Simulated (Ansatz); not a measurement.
## NaF (Villiaumite, Fm-3m): a volume series of phonon spectra

Aim: how the vibrations of NaF (Villiaumite) shift with volume, and the expansion that follows.

Measurements to reproduce:
- volume expansion coefficient 95.1 1e-6/K and heat capacity C_P per formula unit 46.9 J/mol/K near room temperature (given in “High-Throughput Prediction of Finite-Temperature Properties using the Quasi-Harmonic Approximation”, 2016, arXiv:1603.06924)
- volume expansion coefficient 102.6 1e-6/K near room temperature (given in “Descriptors for thermal expansion in solids”, 2017, arXiv:1701.03966)

Program: Ansatz 0.2.0. Level of theory: DFT PBEsol, scalar-relativistic, plane waves, PAW. Results are calculated unless marked as measured.

Report form: the programs' logs are mostly left out.

**1. The starting structure**

It takes space group Fm-3m (No. 225, cubic). The conventional cell has a = 4.640 Å, b = 4.640 Å, c = 4.640 Å, α = 90.00°, β = 90.00°, γ = 90.00°. Nearest to Na lie 6 F at 2.32 Å. Nearest to F lie 6 Na at 2.32 Å. Farther neighbours and most contacts between anions are not listed.

Coordinates:

```cif
data_structure
_symmetry_space_group_name_H-M 'Fm-3m'
_symmetry_Int_Tables_number 225
_cell_length_a 4.6400
_cell_length_b 4.6400
_cell_length_c 4.6400
_cell_angle_alpha 90.000
_cell_angle_beta 90.000
_cell_angle_gamma 90.000
_cell_volume 99.90
loop_
_atom_site_label
_atom_site_type_symbol
_atom_site_symmetry_multiplicity
_atom_site_Wyckoff_symbol
_atom_site_fract_x
_atom_site_fract_y
_atom_site_fract_z
_atom_site_occupancy
Na1 Na 4 a 0.00000 0.00000 0.00000 1
F1 F 4 b 0.50000 0.00000 0.00000 1
```

**2. A first coarse run**

A cheap single point shows whether the cell is a metal or an insulator and how far it is from rest; that sets the k-mesh and the occupations of what follows.

Input file input.yaml:

```yaml
crystal:
  lattice:
    - [0.0, 2.32, 2.32]
    - [2.32, 0.0, 2.32]
    - [2.32, 2.32, 0.0]
  atoms:
    - { symbol: Na, position: [0.0, 0.0, 0.0] }
    - { symbol: F, position: [0.5, 0.5, 0.5] }
kpoints:
  mp_grid: { grid: [6, 6, 6] }
hamiltonian:
  xc: pbesol
scf:
  occupations: { method: gaussian, width: 0.1 }
output:
  forces: true
  stress: true
  eigenvalues: true
```

On the command line:

```
$ ansatz run input.yaml --threads 4 --pin off --max-ram 8192MiB --backend cpu --events-out ev --progress --plain --runs-dir out
```

It took 0.29 s on 4 threads of Arm Neoverse V2, shared host; peak memory 0.24 GiB; 0.61 s of CPU time.

A gap read on the k-mesh alone can miss the band edges.

Numbers from this step:

| Quantity | Value |
| --- | --- |
| pressure | -0.3382 GPa |
| gap on the k-mesh | 6.162 eV |
| volume per atom | 12.49 Å³ |

The start is under -0.34 GPa at this level and looks like an insulator or semiconductor on this mesh.

**3. Relaxation**

The vibrations must be taken about the equilibrium of this functional, not about the starting cell, so the structure is relaxed.

input.yaml, the sections that differ from step 2:

```yaml
kpoints:
  mp_grid: { grid: [8, 8, 8] }
scf:
  occupations: { method: gaussian, width: 0.02 }
output:
  forces: true
  stress: true
  eigenvalues: true
  write_density: true
  write_potential: true
  elf: true
  volumetric_format: npy
relax:
  adjacent_minimum: "off"
  f_tol: 0.005
  max_steps: 80
  cell: { stress_tol: 0.05 }
# crystal, hamiltonian: as in step 2
```

Elapsed: 1.3 s, on 4 threads; peak memory 0.27 GiB.

Step by step:

| step | energy less that of the first step (eV) | largest force component (eV/Å) | pressure (GPa) | volume (Å³) |
| --- | --- | --- | --- | --- |
| 1 | 0.0000 | 0.0000 | -0.34 | 24.97 |
| 2 | -0.0003 | 0.0000 | -0.21 | 24.91 |
| 3 | -0.0007 | 0.0000 | 0.00 | 24.82 |
| 4* | -0.0004 | 0.0000 | -0.04 | 24.82 |

Relaxation steps marked * repeat the geometry before them on a plane-wave basis chosen anew for their cell, so energy and pressure can jump there.

Forces are held to the 48 operations that the run works with; a distortion that breaks them can't arise in this run.

| conventional cell, symmetrised | before | after | change |
| --- | --- | --- | --- |
| a (Å) | 4.640 | 4.630 | -0.2 % |
| b (Å) | 4.640 | 4.630 | -0.2 % |
| c (Å) | 4.640 | 4.630 | -0.2 % |
| volume (Å³/atom) | 12.49 | 12.41 | -0.6 % |

Final coordinates:

```xyz
2
Lattice="0.0000 2.3151 2.3151 2.3151 0.0000 2.3151 2.3151 2.3151 0.0000" Properties=species:S:1:pos:R:3 pbc="T T T"
Na    0.0000    0.0000    0.0000
F     2.3151    2.3151    2.3151
```

This step gave:

| Item | Value |
| --- | --- |
| pressure | -0.03604 GPa |
| gap on the k-mesh | 6.195 eV |
| volume per atom | 12.41 Å³ |

Electrostatic potential energy in the ac plane of the conventional cell at fractional y = 0.000, with atoms of Na and F within 0.2 Å of it. With pseudopotentials it is smooth inside the atoms' cores, unlike the true potential.

Ten even steps from '_' (-61 eV) to '@' (8 eV), each cell a mean:
```
__--%%@@@@##----==@@@@@@**..
++##@@@@@@@@##**%%@@@@@@%%**
@@@@@@@@@@@@@@@@@@@@@@@@@@@@
@@@@@@@@@@@@@@@@@@@@@@@@@@@@
%%@@@@@@@@@@%%%%%%@@@@@@@@@@
==**@@@@@@##--::++%%@@@@%%==
--==%%@@@@++____::%%@@@@**--
--==@@@@@@**..__--%%@@@@##--
**%%@@@@@@%%**++##@@@@@@@@##
@@@@@@@@@@@@@@@@@@@@@@@@@@@@
@@@@@@@@@@@@@@@@@@@@@@@@@@@@
%%%%@@@@@@@@@@%%@@@@@@@@@@%%
::++%%@@@@%%====**@@@@@@##--
__::%%@@@@**----==%%@@@@++__
```
Columns run along a (4.6 Å; values clipped at the 3rd and 97th percentile), rows up along c (4.6 Å), edges of the conventional cell, whose origin can differ from the input's. Atoms in or near the plane, at fractional coordinates: Na at (0.00, 0.00), Na at (0.50, 0.50), F at (0.50, 0.00), F at (0.00, 0.50).

ELF in the ac plane of the conventional cell at fractional y = 0.000, with atoms of Na and F within 0.2 Å of it. It is the smooth field of the valence electrons, not physical close to the nuclei.

Values, 14 rows by 14 columns, each cell a mean:
```
0.42 0.58 0.31 0.07 0.53 0.79 0.72 0.66 0.79 0.72 0.24 0.10 0.52 0.49
0.55 0.45 0.11 0.05 0.41 0.71 0.79 0.80 0.77 0.60 0.17 0.04 0.30 0.52
0.11 0.06 0.02 0.03 0.18 0.41 0.53 0.55 0.47 0.29 0.06 0.01 0.04 0.10
0.26 0.22 0.13 0.04 0.03 0.05 0.07 0.07 0.06 0.03 0.02 0.06 0.17 0.24
0.74 0.67 0.47 0.13 0.02 0.11 0.31 0.35 0.23 0.05 0.03 0.29 0.60 0.72
0.76 0.79 0.67 0.22 0.06 0.45 0.58 0.54 0.56 0.23 0.06 0.47 0.77 0.79
0.55 0.76 0.74 0.26 0.11 0.55 0.42 0.28 0.54 0.35 0.07 0.55 0.80 0.66
0.66 0.79 0.72 0.24 0.10 0.52 0.49 0.42 0.58 0.31 0.07 0.53 0.79 0.72
0.80 0.77 0.60 0.17 0.04 0.30 0.52 0.55 0.45 0.11 0.05 0.41 0.71 0.79
0.55 0.47 0.29 0.06 0.01 0.04 0.10 0.11 0.06 0.02 0.03 0.18 0.41 0.53
0.07 0.06 0.03 0.02 0.06 0.17 0.24 0.26 0.22 0.13 0.04 0.03 0.05 0.07
0.35 0.23 0.05 0.03 0.29 0.60 0.72 0.74 0.67 0.47 0.13 0.02 0.11 0.31
0.54 0.56 0.23 0.06 0.47 0.77 0.79 0.76 0.79 0.67 0.22 0.06 0.45 0.58
0.28 0.54 0.35 0.07 0.55 0.80 0.66 0.55 0.76 0.74 0.26 0.11 0.55 0.42
```
Columns run along a (4.6 Å), rows up along c (4.6 Å), edges of the conventional cell, whose origin can differ from the input's. Atoms in or near the plane, at fractional coordinates: Na at (0.00, 0.00), Na at (0.50, 0.50), F at (0.50, 0.00), F at (0.00, 0.50).

Valence density in the ac plane of the conventional cell at fractional y = 0.000, with atoms of Na and F within 0.2 Å of it. It is the smooth field of the valence electrons, not physical close to the nuclei.

Ten even steps from '_' (0 e/Å³) to '@' (18 e/Å³), each cell a mean:
```
##--______..--++::______..++
..__________....__________..
____________________________
____________________________
____________________________
::..________--==..________::
**::______..##@@==______..++
++::______..++##--______..--
..__________....__________..
____________________________
____________________________
____________________________
==..________::::..________--
@@==______..++**::______..##
```
Columns run along a (4.6 Å), rows up along c (4.6 Å), edges of the conventional cell, whose origin can differ from the input's. Atoms in or near the plane, at fractional coordinates: Na at (0.00, 0.00), Na at (0.50, 0.50), F at (0.50, 0.00), F at (0.00, 0.50).

**4. Relaxing to small residual forces and stress**

The relaxation is repeated with tighter thresholds on force and stress, since phonons are sensitive to what is left; a change of mesh or smearing in the input moves the cell too.

Input file input.yaml:

```yaml
crystal:
  lattice:
    - [0.0, 2.3151008976, 2.3151008976]
    - [2.3151008976, 0.0, 2.3151008976]
    - [2.3151008976, 2.3151008976, 0.0]
  atoms:
    - { symbol: Na, position: [0.0, 0.0, 0.0] }
    - { symbol: F, position: [0.5, 0.5, 0.5] }
kpoints:
  mp_grid: { grid: [8, 8, 8] }
hamiltonian:
  xc: pbesol
scf:
  occupations: { method: fixed }
output:
  forces: true
  stress: true
  eigenvalues: true
relax:
  adjacent_minimum: "off"
  f_tol: 0.001
  max_steps: 60
  cell: { stress_tol: 0.01 }
```

Wall time 1.2 s (4 threads); peak memory 0.27 GiB.

Little changed from the start: no atom moved by 0.005 Å and no cell edge by 0.1 %.

This step gave:

```yaml
pressure: -0.003591 GPa
gap_on_the_k_mesh: 6.198 eV
volume_per_atom: 12.40 Å³
```

The residual pressure is -0.0036 GPa, small enough for phonons.

**5. Phonons, V/V0 1**

Phonons at this volume give one point of F(V, T); meshes stay fixed along the series.

Input file input.yaml:

```yaml
crystal:
  lattice:
    - [0.0, 2.3145907609, 2.3145907609]
    - [2.3145907609, 0.0, 2.3145907609]
    - [2.3145907609, 2.3145907609, 0.0]
  atoms:
    - { symbol: Na, position: [0.0, 0.0, 0.0] }
    - { symbol: F, position: [0.5, 0.5, 0.5] }
kpoints:
  mp_grid: { grid: [8, 8, 8] }
hamiltonian:
  xc: pbesol
scf:
  occupations: { method: fixed }
output:
  eigenvalues: true
phonons:
  method: dfpt
  dielectric: true
  rigid_motions: translations
  qmesh: [4, 4, 4]
  temperatures: { t_max: 1000, t_step: 50 }
  qpath:
    path:
      - [[0.0, 0.0, 0.0], [0.5, 0.0, 0.5], [0.625, 0.25, 0.625]]
      - [[0.375, 0.375, 0.75], [0.0, 0.0, 0.0], [0.5, 0.5, 0.5], [0.5, 0.25, 0.75], [0.5, 0.0, 0.5]]
    npoints: 10
```

Wall time 32 s (4 threads); peak memory 0.6 GiB; 2 min of CPU time.

Numbers from this step:

* Γ frequencies: 0, 0, 0, 239.3, 239.3, 239.3 cm⁻¹ (negative: imaginary)
* lowest frequency on the path: 0 cm⁻¹
* zero-point energy: 0.08116 eV/cell
* point group: m-3m
* highest frequency: 400.5 cm⁻¹
* Debye temperature from the second moment: 422 K

LO-TO term included. The phonon branches at the labelled points (cm⁻¹):

| point | branch 1 | branch 2 | branch 3 | branch 4 | branch 5 | branch 6 |
| --- | --- | --- | --- | --- | --- | --- |
| Γ | 0 | 0 | 0 | 239 | 239 | 400 |
| halfway | 100 | 100 | 192 | 246 | 246 | 340 |
| X | 141 | 141 | 252 | 254 | 254 | 281 |
| halfway | 145 | 164 | 247 | 249 | 256 | 278 |
| U | 156 | 212 | 230 | 234 | 260 | 270 |
| jump to K | 156 | 212 | 230 | 234 | 260 | 270 |
| halfway | 123 | 136 | 188 | 211 | 249 | 354 |
| Γ | 0 | 0 | 0 | 239 | 239 | 400 |
| halfway | 105 | 105 | 166 | 227 | 227 | 376 |
| L | 173 | 173 | 195 | 195 | 296 | 302 |
| halfway | 174 | 184 | 218 | 232 | 266 | 284 |
| W | 203 | 208 | 208 | 226 | 265 | 265 |
| halfway | 164 | 167 | 242 | 246 | 257 | 275 |
| X | 141 | 141 | 252 | 254 | 254 | 281 |

The phonon density of states has structure finer than the step of the table below, so its rows give means over 20 cm⁻¹, whole bins alone (the curve runs from 2.5 to 402 cm⁻¹). Peaks (cm⁻¹: height): 172.5: 0.0355, 242.5: 0.0637, 257.5: 0.0555.

Tetrahedra on 24 24 24, mean over bins of 5 cm⁻¹. Table of phonon density of states by wavenumber; means over each step:

| wavenumber (cm⁻¹) | phonon density of states (1/cm⁻¹/cell) |
| --- | --- |
| 20 | 1.9e-4 |
| 40 | 8.0e-4 |
| 60 | 0.00189 |
| 80 | 0.00362 |
| 100 | 0.00625 |
| 120 | 0.0105 |
| 140 | 0.0193 |
| 160 | 0.0274 |
| 180 | 0.0258 |
| 200 | 0.0277 |
| 220 | 0.0379 |
| 240 | 0.0550 |
| 260 | 0.0345 |
| 280 | 0.0171 |
| 300 | 0.0100 |
| 320 | 0.00752 |
| 340 | 0.00593 |
| 360 | 0.00457 |
| 380 | 0.00308 |

Harmonic. Thermo, by row:

| T (K) | F_vib (meV/atom) | S (J/mol-atom/K) | C_V (J/mol-atom/K) |
| --- | --- | --- | --- |
| 0 | 40.58 | 0 | 0 |
| 50 | 40.46 | 1.02 | 3.141 |
| 100 | 38.76 | 5.996 | 12 |
| 150 | 34.08 | 12.01 | 17.43 |
| 200 | 26.42 | 17.45 | 20.22 |
| 250 | 16.13 | 22.14 | 21.75 |
| 300 | 3.58 | 26.19 | 22.66 |
| 350 | -10.93 | 29.73 | 23.23 |
| 400 | -27.16 | 32.86 | 23.61 |
| 450 | -44.93 | 35.66 | 23.88 |
| 500 | -64.07 | 38.18 | 24.08 |
| 550 | -84.46 | 40.49 | 24.23 |
| 600 | -106 | 42.6 | 24.34 |
| 650 | -128.6 | 44.55 | 24.43 |
| 700 | -152.2 | 46.36 | 24.5 |
| 750 | -176.6 | 48.06 | 24.55 |
| 800 | -201.9 | 49.64 | 24.6 |
| 850 | -228.1 | 51.13 | 24.64 |
| 900 | -254.9 | 52.54 | 24.67 |
| 950 | -282.5 | 53.88 | 24.7 |
| 1000 | -310.8 | 55.15 | 24.72 |

The modes has structure finer than the step of the table below, so its rows give means over 10 cm⁻¹, whole bins alone (the curve runs from -10 to 422 cm⁻¹). Peaks (cm⁻¹: height): F 152.9: 0.00946, 242.4: 0.0301, 275.0: 0.0172; Na 171.9: 0.0256, 245.2: 0.0317.

Phonopy on the run's constants, 21x21x21 mesh, Gaussian sigma 3.1 cm⁻¹. Modes against wavenumber; means over each step; values in 1/cm⁻¹/cell:

| wavenumber (cm⁻¹) | F | Na |
| --- | --- | --- |
| 0 | 1.5e-5 | 1.5e-5 |
| 10 | 4.4e-6 | 6.4e-6 |
| 20 | 1.2e-4 | 1.4e-4 |
| 30 | 1.8e-4 | 2.1e-4 |
| 40 | 4.0e-4 | 4.9e-4 |
| 50 | 5.4e-4 | 6.6e-4 |
| 60 | 8.7e-4 | 0.00108 |
| 70 | 0.00117 | 0.00148 |
| 80 | 0.00156 | 0.00197 |
| 90 | 0.00216 | 0.00282 |
| 100 | 0.00250 | 0.00334 |
| 110 | 0.00361 | 0.00498 |
| 120 | 0.00420 | 0.00610 |
| 130 | 0.00529 | 0.00803 |
| 140 | 0.00777 | 0.0125 |
| 150 | 0.00863 | 0.0152 |
| 160 | 0.00849 | 0.0176 |
| 170 | 0.00781 | 0.0239 |
| 180 | 0.00552 | 0.0201 |
| 190 | 0.00650 | 0.0137 |
| 200 | 0.0170 | 0.0119 |
| 210 | 0.0213 | 0.0126 |
| 220 | 0.0228 | 0.0153 |
| 230 | 0.0246 | 0.0192 |
| 240 | 0.0291 | 0.0282 |
| 250 | 0.0264 | 0.0276 |
| 260 | 0.0187 | 0.0168 |
| 270 | 0.0139 | 0.00522 |
| 280 | 0.0146 | 0.00324 |
| 290 | 0.00909 | 0.00299 |
| 300 | 0.00678 | 0.00274 |
| 310 | 0.00570 | 0.00318 |
| 320 | 0.00448 | 0.00292 |
| 330 | 0.00377 | 0.00266 |
| 340 | 0.00349 | 0.00261 |
| 350 | 0.00300 | 0.00233 |
| 360 | 0.00254 | 0.00203 |
| 370 | 0.00214 | 0.00173 |
| 380 | 0.00170 | 0.00140 |
| 390 | 0.00117 | 9.7e-4 |
| 400 | 3.6e-4 | 3.0e-4 |
| 410 | 4.7e-6 | 4.4e-6 |

Born charge (rows field, columns displacement) (e), principal values of the symmetric part by kind of site:

| atom | atoms with these values | low | middle | high | mean |
| --- | --- | --- | --- | --- | --- |
| Na1 | 1 | 1.01 | 1.01 | 1.01 | 1.01 |
| F2 | 1 | -1.01 | -1.01 | -1.01 | -1.01 |

In full for Na1:

```
1.01 0.00 0.00
0.00 1.01 0.00
0.00 0.00 1.01
```

ε∞:

```
1.90 0.00 0.00
0.00 1.90 0.00
0.00 0.00 1.90
```

No LO-TO term. Modes at Γ, with each element's share of the kinetic energy:

| mode | frequency (cm⁻¹) | symmetry | Na % | F % |
| --- | --- | --- | --- | --- |
| 1 | 0.0 | T1u | 55 | 45 |
| 2 | 0.0 | T1u | 55 | 45 |
| 3 | 0.0 | T1u | 55 | 45 |
| 4 | 239.3 | T1u | 45 | 55 |
| 5 | 239.3 | T1u | 45 | 55 |
| 6 | 239.3 | T1u | 45 | 55 |

Displacements in mode 4 (239.3 cm⁻¹), the largest set to 1:
```
Na1 -0.83 -0.07  0.26
F2   1.00  0.08 -0.32
```

No mode is imaginary beyond numerical noise at the solved wavevectors.

**6. A cell at another volume, V/V0 1.015**

Symmetry fixes every atom, so a single point at the scaled cell gives the energy and pressure of this member.

input.yaml, the sections that differ from step 5:

```yaml
crystal:
  lattice:
    - [0.0, 2.3261063274, 2.3261063274]
    - [2.3261063274, 0.0, 2.3261063274]
    - [2.3261063274, 2.3261063274, 0.0]
  atoms:
    - { symbol: Na, position: [0.0, 0.0, 0.0] }
    - { symbol: F, position: [0.5, 0.5, 0.5] }
output:
  forces: true
  stress: true
  eigenvalues: true
# kpoints, hamiltonian, scf: as in step 5
# phonons: removed
```

Elapsed: 0.4 s, on 4 threads; peak memory 0.25 GiB; 0.79 s of CPU time.

This step gave:

* pressure: -0.7015 GPa
* gap on the k-mesh: 6.121 eV
* volume per atom: 12.59 Å³

At this level the gap is 6.12 eV on the k-mesh of the self-consistent run, which can miss the band edges.

**7. Lattice dynamics at this volume, V/V0 1.015**

input.yaml, the sections that differ from step 6:

```yaml
output:
  eigenvalues: true
phonons:
  method: dfpt
  dielectric: true
  rigid_motions: translations
  qmesh: [4, 4, 4]
  temperatures: { t_max: 1000, t_step: 50 }
  qpath:
    path:
      - [[0.0, 0.0, 0.0], [0.5, 0.0, 0.5], [0.625, 0.25, 0.625]]
      - [[0.375, 0.375, 0.75], [0.0, 0.0, 0.0], [0.5, 0.5, 0.5], [0.5, 0.25, 0.75], [0.5, 0.0, 0.5]]
    npoints: 10
# crystal, kpoints, hamiltonian, scf: as in step 6
```

Run time: 32 s. Hardware: 4 threads; peak memory 0.61 GiB; 2 min of CPU time.

No mode is imaginary beyond numerical noise at the solved wavevectors. The highest zone-centre mode (no LO–TO term) moved by -3.6 % for a volume change of +1.5 %.

**8. A cell at another volume, V/V0 0.985**

The cell differs from the one that the last finished run ended in (a 3.290 → 3.257 Å, b 3.290 → 3.257 Å, c 3.290 → 3.257 Å).

input.yaml, the sections that differ from step 7:

```yaml
crystal:
  lattice:
    - [0.0, 2.3029594553, 2.3029594553]
    - [2.3029594553, 0.0, 2.3029594553]
    - [2.3029594553, 2.3029594553, 0.0]
  atoms:
    - { symbol: Na, position: [0.0, 0.0, 0.0] }
    - { symbol: F, position: [0.5, 0.5, 0.5] }
output:
  forces: true
  stress: true
  eigenvalues: true
# kpoints, hamiltonian, scf: as in step 7
# phonons: removed
```

It took 0.41 s on 4 threads; peak memory 0.25 GiB.

The run ends at a pressure of 0.76 GPa.

**9. Lattice dynamics at this volume, V/V0 0.985**

input.yaml, the sections that differ from step 8:

```yaml
output:
  eigenvalues: true
phonons:
  method: dfpt
  dielectric: true
  rigid_motions: translations
  qmesh: [4, 4, 4]
  temperatures: { t_max: 1000, t_step: 50 }
  qpath:
    path:
      - [[0.0, 0.0, 0.0], [0.5, 0.0, 0.5], [0.625, 0.25, 0.625]]
      - [[0.375, 0.375, 0.75], [0.0, 0.0, 0.0], [0.5, 0.5, 0.5], [0.5, 0.25, 0.75], [0.5, 0.0, 0.5]]
    npoints: 10
# crystal, kpoints, hamiltonian, scf: as in step 8
```

The job ended after 32 s (4 threads; peak memory 0.6 GiB; 2 min of CPU time).

LO-TO term included. The phonon branches at the labelled points (cm⁻¹):

| point | branch 1 | branch 2 | branch 3 | branch 4 | branch 5 | branch 6 |
| --- | --- | --- | --- | --- | --- | --- |
| Γ | 0 | 0 | 0 | 248 | 248 | 407 |
| halfway | 100 | 100 | 199 | 256 | 256 | 344 |
| X | 141 | 141 | 256 | 263 | 263 | 288 |
| halfway | 145 | 164 | 250 | 258 | 266 | 286 |
| U | 158 | 214 | 232 | 243 | 268 | 279 |
| jump to K | 158 | 214 | 232 | 243 | 268 | 279 |
| halfway | 123 | 141 | 193 | 218 | 259 | 359 |
| Γ | 0 | 0 | 0 | 248 | 248 | 407 |
| halfway | 108 | 108 | 169 | 235 | 235 | 382 |
| L | 179 | 179 | 201 | 201 | 301 | 307 |
| halfway | 179 | 187 | 226 | 238 | 272 | 290 |
| W | 209 | 209 | 209 | 232 | 274 | 274 |
| halfway | 164 | 169 | 244 | 254 | 266 | 283 |
| X | 141 | 141 | 256 | 263 | 263 | 288 |

No mode is imaginary beyond numerical noise at the solved wavevectors. The highest zone-centre mode (no LO–TO term) moved by +3.7 % for a volume change of -1.5 %.

**10. Single point at a scaled cell, V/V0 1.03**

The cell differs from the one that the last finished run ended in (a 3.257 → 3.306 Å, b 3.257 → 3.306 Å, c 3.257 → 3.306 Å).

input.yaml, the sections that differ from step 9:

```yaml
crystal:
  lattice:
    - [0.0, 2.3375089916, 2.3375089916]
    - [2.3375089916, 0.0, 2.3375089916]
    - [2.3375089916, 2.3375089916, 0.0]
  atoms:
    - { symbol: Na, position: [0.0, 0.0, 0.0] }
    - { symbol: F, position: [0.5, 0.5, 0.5] }
output:
  forces: true
  stress: true
  eigenvalues: true
  write_density: true
  write_potential: true
  elf: true
  volumetric_format: npy
# kpoints, hamiltonian, scf: as in step 9
# phonons: removed
```

The job ended after 0.54 s (4 threads; peak memory 0.26 GiB).

The run ends at a pressure of -1.35 GPa.

(Continued in part 2 of 2.)

[Logs are printed without paths, hosts, clocks, repeated set-up lines and the standing remarks that a program may print on its own settings, such as how far it seeks lower states.]

[Hosts, paths, dates, database ids (printed as entryN), source tags and the programs' standing remarks are cut or masked in the printed files.]

[A step with changed settings may run another functional than the one named; its input shows which.]

[Of the runs on displaced cells, only some may be shown.]
